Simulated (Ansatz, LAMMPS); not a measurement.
# Glassy 57SiO2-36ZnO-7P2O5 (mol %) (128 atoms) under strain

How stiff is glassy 57SiO2-36ZnO-7P2O5 (mol %) (128 atoms), and how do its levels respond to strain?

Main program and level: Ansatz 0.2.0; Kohn-Sham DFT, revPBE, PAW (set soft_2), plane waves.

**1. The starting structure**

The cell holds 128 atoms: 25 Si, 16 Zn, 6 P and 81 O. Cell: a = 12.070 Å, b = 12.070 Å, c = 12.070 Å, α = 90.0°, β = 90.0°, γ = 90.0°. 128 atoms (25 Si, 16 Zn, 6 P, 81 O) placed at random at 2.93 g/cm³, melted at 4000 K for 10 ps at fixed volume with the Morse and Coulomb pair potential with partial charges (Pedone, Malavasi, Menziani, Cormack and Segre, J. Phys. Chem. B 110, 11780 (2006)). Quenched from 4000 K to 300 K at 25 K/ps and fixed volume, held 10 ps at zero pressure.

Limits known from the start: The quench rate of 25 K/ps is orders of magnitude faster than experiment, which tends to freeze in extra defects. The starting topology of bonds comes from the classical model, and needn't be the one that DFT or experiment would give. Sampling is at Γ alone.

**2. Single point at the start**

A single point comes first, to see the forces before anything moves.

The input, input.yaml:

```yaml
crystal:
  lattice:
    - [12.06968, 0.0, 0.0]
    - [0.0, 12.06968, 0.0]
    - [0.0, 0.0, 12.06968]
  atoms:
    - { symbol: Si, position: [0.94396, 0.54834, 0.52642] }
    - { symbol: Si, position: [0.45441, 0.19107, 0.45244] }
    - { symbol: Si, position: [0.79898, 0.83368, 0.96949] }
    - { symbol: Si, position: [0.92209, 0.79594, 0.44836] }
    - { symbol: Si, position: [0.18035, 0.78526, 0.47698] }
    - { symbol: Si, position: [0.63432, 0.20199, 0.26824] }
    - { symbol: Si, position: [0.55773, 0.32236, 0.65085] }
    - { symbol: Si, position: [0.69785, 0.10037, 0.71295] }
    - { symbol: Si, position: [0.50209, 0.92524, 0.74958] }
    - { symbol: Si, position: [0.10642, 0.21147, 0.08885] }
    - { symbol: Si, position: [0.102, 0.09529, 0.70161] }
    - { symbol: Si, position: [0.32645, 0.09836, 0.83241] }
    - { symbol: Si, position: [0.51894, 0.08378, 0.09173] }
    - { symbol: Si, position: [0.03225, 0.88849, 0.85883] }
    - { symbol: Si, position: [0.86576, 0.48268, 0.08638] }
    - { symbol: Si, position: [0.4772, 0.52147, 0.79494] }
    - { symbol: Si, position: [0.03106, 0.29687, 0.83487] }
    - { symbol: Si, position: [0.15098, 0.53928, 0.36774] }
    - { symbol: Si, position: [0.20001, 0.97634, 0.04267] }
    - { symbol: Si, position: [0.18267, 0.73712, 0.73726] }
    - { symbol: Si, position: [0.08405, 0.11389, 0.44611] }
    - { symbol: Si, position: [0.13162, 0.485, 0.69629] }
    - { symbol: Si, position: [0.8575, 0.23414, 0.15379] }
    - { symbol: Si, position: [0.92567, 0.79803, 0.18908] }
    - { symbol: Si, position: [0.73235, 0.08214, 0.96587] }
    - { symbol: Zn, position: [0.70289, 0.88432, 0.58269] }
    - { symbol: Zn, position: [0.2627, 0.95746, 0.30765] }
    - { symbol: Zn, position: [0.30452, 0.34821, 0.26513] }
    - { symbol: Zn, position: [0.68215, 0.56629, 0.2623] }
    - { symbol: Zn, position: [0.8278, 0.13992, 0.47094] }
    - { symbol: Zn, position: [0.30664, 0.66192, 0.9304] }
    - { symbol: Zn, position: [0.34704, 0.2633, 0.02745] }
    [... 90 atom lines left out ...]
    - { symbol: O, position: [0.83125, 0.8751, 0.496] }
    - { symbol: O, position: [0.59806, 0.11723, 0.99023] }
    - { symbol: O, position: [0.09692, 0.06868, 0.5712] }
    - { symbol: O, position: [0.5946, 0.77569, 0.04372] }
    - { symbol: O, position: [0.37484, 0.52744, 0.87775] }
    - { symbol: O, position: [0.81669, 0.49262, 0.96277] }
kpoints:
  mp_grid: { grid: [1, 1, 1] }
hamiltonian:
  xc: revpbe
scf:
  occupations: { method: fixed }
output:
  forces: true
```

Run with:

```
ansatz run input.yaml --threads 4 --pin off --max-ram 8192MiB --backend cpu --events-out ev --progress --plain --runs-dir out
```

Log:

```text
[...]
Pseudopotentials: kind: paw
Pseudopotential: Si, paw, valence charge 4, recommended cutoff 420 eV (normal), Si.paw.azcp
Pseudopotential: Zn, paw, valence charge 12, recommended cutoff 420 eV (normal), Zn.paw.azcp
Pseudopotential: P, paw, valence charge 5, recommended cutoff 420 eV (normal), P.paw.azcp
Pseudopotential: O, paw, valence charge 6, recommended cutoff 420 eV (normal), O.paw.azcp
[...]
Crystal: 128 atoms, lattice volume = 1758.277 Å³
Basis set: ecut = 420 eV, 34457 PW (Γ), exchange–correlation on 162×162×162 points (8 copies of the dense FFT grid, shifted against one another)
Bands: 532, of which v1, the nominal top of the filled ones, is band 404 counted from 1 (403 counted from 0)
Symmetry: 1 space group operations
Space group: P1 (ITA 1), of the structure as read, at distance tolerance 1.2e-4 Å
k-points: 1
[...]
Initial density: superposition of atomic densities (neutral atoms: chi_scale 0, normalization atom), corrected by the library's trained network
Initial wavefunctions: pseudopotential atomic-orbital guess
[...]
SCF iter   1: F=—  HF=-119809.358386 eV  |F-HF|=—  |Δ(HF+E_count)|=         —  Δρ=4.20e-3  dr2=3.26e-1  ethr=1.77e-3  ⟨swp⟩=5.0  Hψ=1826  notcnv=0  defer=122
preconditioner: auto → Resta (q_TF=auto, 2.397 Å⁻¹)  ε∞=3.6  [insulator: Δε(μ)=2.742 eV  Ē_g=15.492 eV  n_scr=436 (ndim 8)  ℏωp=25.2 eV  f_vac=0.183  ε∞_Penn≈3.6]
SCF iter   2: F=—  HF=-119809.304384 eV  |F-HF|=—  |Δ(HF+E_count)|=   5.40e-2  Δρ=1.95e-3  dr2=6.66e-2  ethr=4.04e-5  ⟨swp⟩=3.0  Hψ=903  notcnv=0  defer=126
SCF iter   3: F=—  HF=-119809.305805 eV  |F-HF|=—  |Δ(HF+E_count)|=   1.42e-3  Δρ=1.01e-3  dr2=2.27e-2  ethr=8.24e-6  ⟨swp⟩=3.0  Hψ=740  notcnv=0  defer=125
automatic band count: iteration 3 solves 531 bands in place of 532: the levels show a gap, and the empty bands left out lie too high to hold charge; the band table lists the bands solved (type scf.n_extra_bands for more)
SCF iter   4: F=—  HF=-119809.305543 eV  |F-HF|=—  |Δ(HF+E_count)|=   2.62e-4  Δρ=4.47e-4  dr2=3.29e-3  ethr=2.81e-6  ⟨swp⟩=3.0  Hψ=767  notcnv=0  defer=125
SCF iter   5: F=—  HF=-119809.305313 eV  |F-HF|=—  |Δ(HF+E_count)|=   2.30e-4  Δρ=1.67e-4  dr2=6.18e-4  ethr=4.08e-7  ⟨swp⟩=3.0  Hψ=760  notcnv=0  defer=125
[...]
SCF iter   9: F=—  HF=-119809.310321 eV  |F-HF|=—  |Δ(HF+E_count)|=   3.01e-6  Δρ=8.15e-6  dr2=9.74e-7  ethr=3.50e-10  ⟨swp⟩=3.0  Hψ=852  notcnv=0  defer=120
SCF iter  10: F=-119809.310321 eV  HF=-119809.310321 eV  |F-HF|=6.09e-8  |Δ(HF+E_count)|=   2.81e-7  Δρ=1.91e-6  dr2=7.03e-8  ethr=1.24e-11  ⟨swp⟩=4.0  Hψ=2011  notcnv=0
SCF 1 converged in 10 iterations: F = -119809.310321 eV  dr2 = 7.03e-8
[...]
SCF converged after 10 iterations
Free energy (F): -119809.310321 eV
Harris-Foulkes:  -119809.310321 eV  (|F-HF|=6.09e-8)
Internal energy: -119809.310321 eV  (E = F + TS)
E sigma→0 (E₀):  -119809.310321 eV
Fermi energy:    3.895522 eV
--- Per-component energies (eV) ---
[...]
Σ components = -119809.310321   (vs F -119809.310321, Δ=0.00e0)
--- Forces (eV/Å), atoms counted from 1 ---
  atom   1  Si     2.72294556    -0.48510619    -2.06765831
  atom   2  Si    -0.32570093     4.02415839     0.16614074
  atom   3  Si     1.50705917     1.67109929    -0.29163512
  atom   4  Si     1.82409560    -0.13704996    -0.98665801
[...]
atom 128  O     -0.03213474     1.00718323     0.07350696
  max |Σ_I F_I| component: 5.22e-5 eV/Å
```

Run time: 12 s. Hardware: 4 threads of Intel Xeon 6975P-C (Granite Rapids), shared host; peak memory 2.5 GiB.

In the SCF lines HF is the Harris–Foulkes energy and dr2 the Hartree energy of the density residual, in eV; the loop may stop once dr2 is under the threshold and the program's other checks hold. Hψ counts applications of the Hamiltonian.

The r.m.s. force at the start is 1.4 eV/Å.

**3. Cell and atoms relaxed**

The cell is relaxed with the atoms, since the starting lattice needn't suit this functional.

The input, input.yaml:

```yaml
crystal:
  lattice:
    - [12.06968, 0.0, 0.0]
    - [0.0, 12.06968, 0.0]
    - [0.0, 0.0, 12.06968]
  atoms:
    [... the 128 atom lines of step 2 ...]
kpoints:
  mp_grid: { grid: [1, 1, 1] }
hamiltonian:
  xc: revpbe
scf:
  occupations: { method: fixed }
output:
  forces: true
relax:
  f_tol: 0.05
  max_steps: 150
  cell: {}
```

Log:

```text
[...]
Crystal: 128 atoms, lattice volume = 1758.277 Å³
Basis set: ecut = 420 eV, 34457 PW (Γ), exchange–correlation on 162×162×162 points (8 copies of the dense FFT grid, shifted against one another)
Bands: 532, of which v1, the nominal top of the filled ones, is band 404 counted from 1 (403 counted from 0)
Symmetry: 1 space group operations
[...]
k-points: 1
[...]
SCF iter   1: F=—  HF=-119809.358388 eV  |F-HF|=—  |Δ(HF+E_count)|=         —  Δρ=4.20e-3  dr2=3.26e-1  ethr=1.77e-3  ⟨swp⟩=5.0  Hψ=1826  notcnv=0  defer=122
[...]
SCF iter   5: F=—  HF=-119809.305311 eV  |F-HF|=—  |Δ(HF+E_count)|=   2.33e-4  Δρ=1.67e-4  dr2=6.18e-4  ethr=4.08e-7  ⟨swp⟩=3.0  Hψ=760  notcnv=0  defer=125
[...]
SCF iter   9: F=—  HF=-119809.310321 eV  |F-HF|=—  |Δ(HF+E_count)|=   3.01e-6  Δρ=8.15e-6  dr2=9.74e-7  ethr=3.50e-10  ⟨swp⟩=3.0  Hψ=852  notcnv=0  defer=120
SCF iter  10: F=-119809.310321 eV  HF=-119809.310321 eV  |F-HF|=6.08e-8  |Δ(HF+E_count)|=   2.80e-7  Δρ=1.91e-6  dr2=7.03e-8  ethr=1.24e-11  ⟨swp⟩=4.0  Hψ=2011  notcnv=0
SCF 1 converged in 10 iterations: F = -119809.310321 eV  dr2 = 7.03e-8
[...]
relax step   1: F+E_penalty+E_count = -119809.31032098 eV  Δ(F+E_penalty+E_count) = +0.000e0 eV  max|allowed force component| = 4.594e0 eV/Å  Δτ_max = 0.0000 Å  P = +6.782 GPa  Ω = 1758.277 Å³  (10 SCF iters, dr2 threshold 1.00e-7 eV, accepted)
[... from here on, the SCF cycles and remarks between the steps are left out ...]
relax step   2: F+E_penalty+E_count = -119814.66922152 eV  Δ(F+E_penalty+E_count) = -5.359e0 eV  max|allowed force component| = 2.914e0 eV/Å  Δτ_max = 0.1907 Å  P = +3.154 GPa  Ω = 1792.529 Å³  energy of the carried Pulay correction = -1.079e-1 eV  (8 SCF iters, dr2 threshold 1.28e-5 eV, accepted)
relax step   3: F+E_penalty+E_count = -119818.34907986 eV  Δ(F+E_penalty+E_count) = -3.680e0 eV  max|allowed force component| = 7.374e-1 eV/Å  Δτ_max = 0.1981 Å  P = +0.208 GPa  Ω = 1811.945 Å³  energy of the carried Pulay correction = -1.681e-1 eV  (9 SCF iters, dr2 threshold 1.28e-5 eV, accepted)
relax step   4: F+E_penalty+E_count = -119819.14025217 eV  Δ(F+E_penalty+E_count) = -7.912e-1 eV  max|allowed force component| = 5.521e-1 eV/Å  Δτ_max = 0.2000 Å  P = +0.110 GPa  Ω = 1807.184 Å³  energy of the carried Pulay correction = -1.534e-1 eV  (8 SCF iters, dr2 threshold 1.28e-5 eV, accepted)
relax step   5: F+E_penalty+E_count = -119819.41122856 eV  Δ(F+E_penalty+E_count) = -2.710e-1 eV  max|allowed force component| = 4.438e-1 eV/Å  Δτ_max = 0.1181 Å  P = -0.468 GPa  Ω = 1814.586 Å³  energy of the carried Pulay correction = -1.763e-1 eV  (8 SCF iters, dr2 threshold 1.28e-5 eV, accepted)
relax step   6: F+E_penalty+E_count = -119819.66936326 eV  Δ(F+E_penalty+E_count) = -2.581e-1 eV  max|allowed force component| = 4.931e-1 eV/Å  Δτ_max = 0.2000 Å  P = +0.049 GPa  Ω = 1810.595 Å³  energy of the carried Pulay correction = -1.640e-1 eV  (8 SCF iters, dr2 threshold 1.23e-5 eV, accepted)
relax step   7: F+E_penalty+E_count = -119819.75930182 eV  Δ(F+E_penalty+E_count) = -8.994e-2 eV  max|allowed force component| = 3.007e-1 eV/Å  Δτ_max = 0.0449 Å  P = +0.054 GPa  Ω = 1813.890 Å³  energy of the carried Pulay correction = -1.741e-1 eV  (7 SCF iters, dr2 threshold 1.28e-5 eV, accepted)
relax step   8: F+E_penalty+E_count = -119819.90643097 eV  Δ(F+E_penalty+E_count) = -1.471e-1 eV  max|allowed force component| = 2.122e-1 eV/Å  Δτ_max = 0.2000 Å  P = -0.088 GPa  Ω = 1818.580 Å³  energy of the carried Pulay correction = -1.886e-1 eV  (8 SCF iters, dr2 threshold 5.65e-6 eV, accepted)
relax step   9: F+E_penalty+E_count = -119819.95738232 eV  Δ(F+E_penalty+E_count) = -5.095e-2 eV  max|allowed force component| = 1.393e-1 eV/Å  Δτ_max = 0.0786 Å  P = -0.072 GPa  Ω = 1816.987 Å³  energy of the carried Pulay correction = -1.837e-1 eV  (8 SCF iters, dr2 threshold 2.81e-6 eV, accepted)
relax step  10: F+E_penalty+E_count = -119819.97365976 eV  Δ(F+E_penalty+E_count) = -1.628e-2 eV  max|allowed force component| = 4.620e-1 eV/Å  Δτ_max = 0.2000 Å  P = +0.070 GPa  Ω = 1815.850 Å³  energy of the carried Pulay correction = -1.802e-1 eV  (9 SCF iters, dr2 threshold 1.21e-6 eV, accepted)
relax step  11: F+E_penalty+E_count = -119819.98181066 eV  Δ(F+E_penalty+E_count) = -8.151e-3 eV  max|allowed force component| = 1.818e-1 eV/Å  Δτ_max = 0.2000 Å  P = -0.031 GPa  Ω = 1817.121 Å³  energy of the carried Pulay correction = -1.841e-1 eV  (8 SCF iters, dr2 threshold 1.28e-5 eV, accepted)
relax step  12: F+E_penalty+E_count = -119820.02657275 eV  Δ(F+E_penalty+E_count) = -4.476e-2 eV  max|allowed force component| = 1.117e-1 eV/Å  Δτ_max = 0.1941 Å  P = +0.000 GPa  Ω = 1817.779 Å³  energy of the carried Pulay correction = -1.861e-1 eV  (9 SCF iters, dr2 threshold 2.07e-6 eV, accepted)
[...]
relax step  22: F+E_penalty+E_count = -119820.22001627 eV  Δ(F+E_penalty+E_count) = -4.582e-2 eV  max|allowed force component| = 2.096e-1 eV/Å  Δτ_max = 0.1967 Å  P = -0.018 GPa  Ω = 1803.870 Å³  energy of the carried Pulay correction = -1.432e-1 eV  (9 SCF iters, dr2 threshold 3.39e-7 eV, accepted)
relax step  23: F+E_penalty+E_count = -119820.22024927 eV  Δ(F+E_penalty+E_count) = -2.330e-4 eV  max|allowed force component| = 4.336e-1 eV/Å  Δτ_max = 0.1901 Å  P = -0.003 GPa  Ω = 1800.509 Å³  energy of the carried Pulay correction = -1.327e-1 eV  (8 SCF iters, dr2 threshold 2.75e-6 eV, rejected (line search))
relax step  24: F+E_penalty+E_count = -119820.24905413 eV  Δ(F+E_penalty+E_count) = -2.904e-2 eV  max|allowed force component| = 1.283e-1 eV/Å  Δτ_max = 0.0951 Å  P = +0.019 GPa  Ω = 1803.675 Å³  energy of the carried Pulay correction = -1.426e-1 eV  (12 SCF iters, accepted)
relax step  25: F+E_penalty+E_count = -119820.26183708 eV  Δ(F+E_penalty+E_count) = -1.278e-2 eV  max|allowed force component| = 1.323e-1 eV/Å  Δτ_max = 0.0955 Å  P = +0.036 GPa  Ω = 1802.769 Å³  energy of the carried Pulay correction = -1.397e-1 eV  (8 SCF iters, dr2 threshold 1.03e-6 eV, accepted)
relax step  26: F+E_penalty+E_count = -119820.24591870 eV  Δ(F+E_penalty+E_count) = +1.592e-2 eV  max|allowed force component| = 2.254e-1 eV/Å  Δτ_max = 0.1500 Å  P = +0.005 GPa  Ω = 1801.738 Å³  energy of the carried Pulay correction = -1.365e-1 eV  (9 SCF iters, dr2 threshold 1.09e-6 eV, rejected (line search))
relax step  27: F+E_penalty+E_count = -119820.27147114 eV  Δ(F+E_penalty+E_count) = -9.634e-3 eV  max|allowed force component| = 7.911e-2 eV/Å  Δτ_max = 0.0729 Å  P = -0.007 GPa  Ω = 1803.782 Å³  energy of the carried Pulay correction = -1.429e-1 eV  (13 SCF iters, accepted)
relax step  28: F+E_penalty+E_count = -119820.27626742 eV  Δ(F+E_penalty+E_count) = -4.796e-3 eV  max|allowed force component| = 1.053e-1 eV/Å  Δτ_max = 0.0750 Å  P = +0.001 GPa  Ω = 1803.109 Å³  energy of the carried Pulay correction = -1.408e-1 eV  (8 SCF iters, dr2 threshold 3.91e-7 eV, accepted)
relax step  29: F+E_penalty+E_count = -119820.27979451 eV  Δ(F+E_penalty+E_count) = -3.527e-3 eV  max|allowed force component| = 6.361e-2 eV/Å  Δτ_max = 0.0141 Å  P = +0.015 GPa  Ω = 1802.973 Å³  energy of the carried Pulay correction = -1.404e-1 eV  (7 SCF iters, dr2 threshold 6.93e-7 eV, accepted)
relax step  30: F+E_penalty+E_count = -119820.27884432 eV  Δ(F+E_penalty+E_count) = +9.502e-4 eV  max|allowed force component| = 5.237e-2 eV/Å  Δτ_max = 0.0238 Å  P = -0.004 GPa  Ω = 1803.487 Å³  energy of the carried Pulay correction = -1.420e-1 eV  (8 SCF iters, dr2 threshold 2.53e-7 eV, accepted)
relax step  31: F+E_penalty+E_count = -119820.27973233 eV  Δ(F+E_penalty+E_count) = -8.880e-4 eV  max|allowed force component| = 1.679e-2 eV/Å  Δτ_max = 0.0129 Å  P = -0.005 GPa  Ω = 1803.628 Å³  energy of the carried Pulay correction = -1.424e-1 eV  (7 SCF iters, dr2 threshold 1.71e-7 eV, accepted)
relax step  32: F+E_penalty+E_count = -119820.49955944 eV  Δ(F+E_penalty+E_count) = -2.198e-1 eV  max|allowed force component| = 1.638e-2 eV/Å  Δτ_max = 0.0000 Å  P = +0.212 GPa  Ω = 1803.628 Å³  stress off target by 4.89e-1 GPa  SCF on the basis re-selected at this cell (its energy is not comparable with the rows above)  (9 SCF iters)
relax step  33: F+E_penalty+E_count = -119820.48377770 eV  Δ(F+E_penalty+E_count) = +1.578e-2 eV  max|allowed force component| = 5.771e-2 eV/Å  Δτ_max = 0.0180 Å  P = -0.119 GPa  Ω = 1811.404 Å³  energy of the carried Pulay correction = -2.553e-2 eV  (8 SCF iters, dr2 threshold 5.97e-7 eV, accepted)
relax step  34: F+E_penalty+E_count = -119820.41557151 eV  Δ(F+E_penalty+E_count) = +6.821e-2 eV  max|allowed force component| = 3.105e-1 eV/Å  Δτ_max = 0.1773 Å  P = -0.044 GPa  Ω = 1814.881 Å³  energy of the carried Pulay correction = -3.721e-2 eV  (10 SCF iters, dr2 threshold 2.08e-7 eV, rejected (line search))
relax step  35: F+E_penalty+E_count = -119820.49258994 eV  Δ(F+E_penalty+E_count) = -8.812e-3 eV  max|allowed force component| = 2.703e-2 eV/Å  Δτ_max = 0.0203 Å  P = -0.001 GPa  Ω = 1810.121 Å³  energy of the carried Pulay correction = -2.127e-2 eV  (13 SCF iters, accepted)
relax step  36: F+E_penalty+E_count = -119820.51506733 eV  Δ(F+E_penalty+E_count) = -2.248e-2 eV  max|allowed force component| = 2.719e-2 eV/Å  Δτ_max = 0.0000 Å  P = +0.005 GPa  Ω = 1810.121 Å³  stress off target by 3.05e-2 GPa  SCF on the basis re-selected at this cell (its energy is not comparable with the rows above)  (7 SCF iters)
[...]
SCF converged after 7 iterations
Free energy (F): -119820.515067 eV
[...]
Internal energy: -119820.515067 eV  (E = F + TS)
E sigma→0 (E₀):  -119820.515067 eV
Fermi energy:    3.206523 eV
[...]
Σ components = -119820.515067   (vs F -119820.515067, Δ=0.00e0)
--- Forces (eV/Å), atoms counted from 1 ---
  atom   1  Si    -0.00267312     0.01048720    -0.00166783
  atom   2  Si    -0.00792471    -0.00486312     0.00309382
  atom   3  Si    -0.00190268    -0.00396625    -0.00426456
  atom   4  Si     0.01022304    -0.00714788    -0.00385328
[...]
atom 128  O     -0.00415505    -0.00077651     0.00240642
  max |Σ_I F_I| component: 5.83e-5 eV/Å
--- Stress (GPa, compression-positive) ---
        0.022535      -0.015608      -0.001189
       -0.015608      -0.000473       0.000094
       -0.001187       0.000093      -0.005824
  P = ⅓ Tr σ = 0.0054 GPa (0.054 kbar)
--- Relaxed structure (34 steps of the walk, 30 accepted, 2 SCFs on fresh bases) ---
  F+E_penalty+E_count = -119820.51506733 eV   max|allowed force component| = 2.719e-2 eV/Å   (the final SCF, on the basis selected at the relaxed cell)
  cell:  # Å, volume = 1810.1215 Å³
    - [12.391770, -0.310842, 0.044116]
    - [-0.310842, 12.098460, -0.00438537]
    - [0.044116, -0.00438537, 12.081753]
  atoms:
    - { symbol: Si, position: [0.950727, 0.532705, 0.518363] }
    - { symbol: Si, position: [0.450068, 0.195391, 0.424567] }
    - { symbol: Si, position: [0.796580, 0.833074, 0.980970] }
    - { symbol: Si, position: [0.933647, 0.778633, 0.442286] }
[...]
- { symbol: O, position: [0.839425, 0.511175, 0.967113] }
```

Run time: 6.5 min. Hardware: 4 threads; peak memory 2.7 GiB; 25 min of CPU time.

The relaxation converged after 34 steps, with a largest force component of 0.027 eV/Å.

[end of part 1 of 4]

[Long decimals in the printed logs are rounded to 6 places.]

[Logs are printed without paths, hosts, clocks, repeated set-up lines and the standing remarks that a program may print on its own settings, such as how far it seeks lower states.]

[Hosts, paths, dates, database ids (printed as entryN), source tags and the programs' standing remarks are cut or masked in the printed files.]
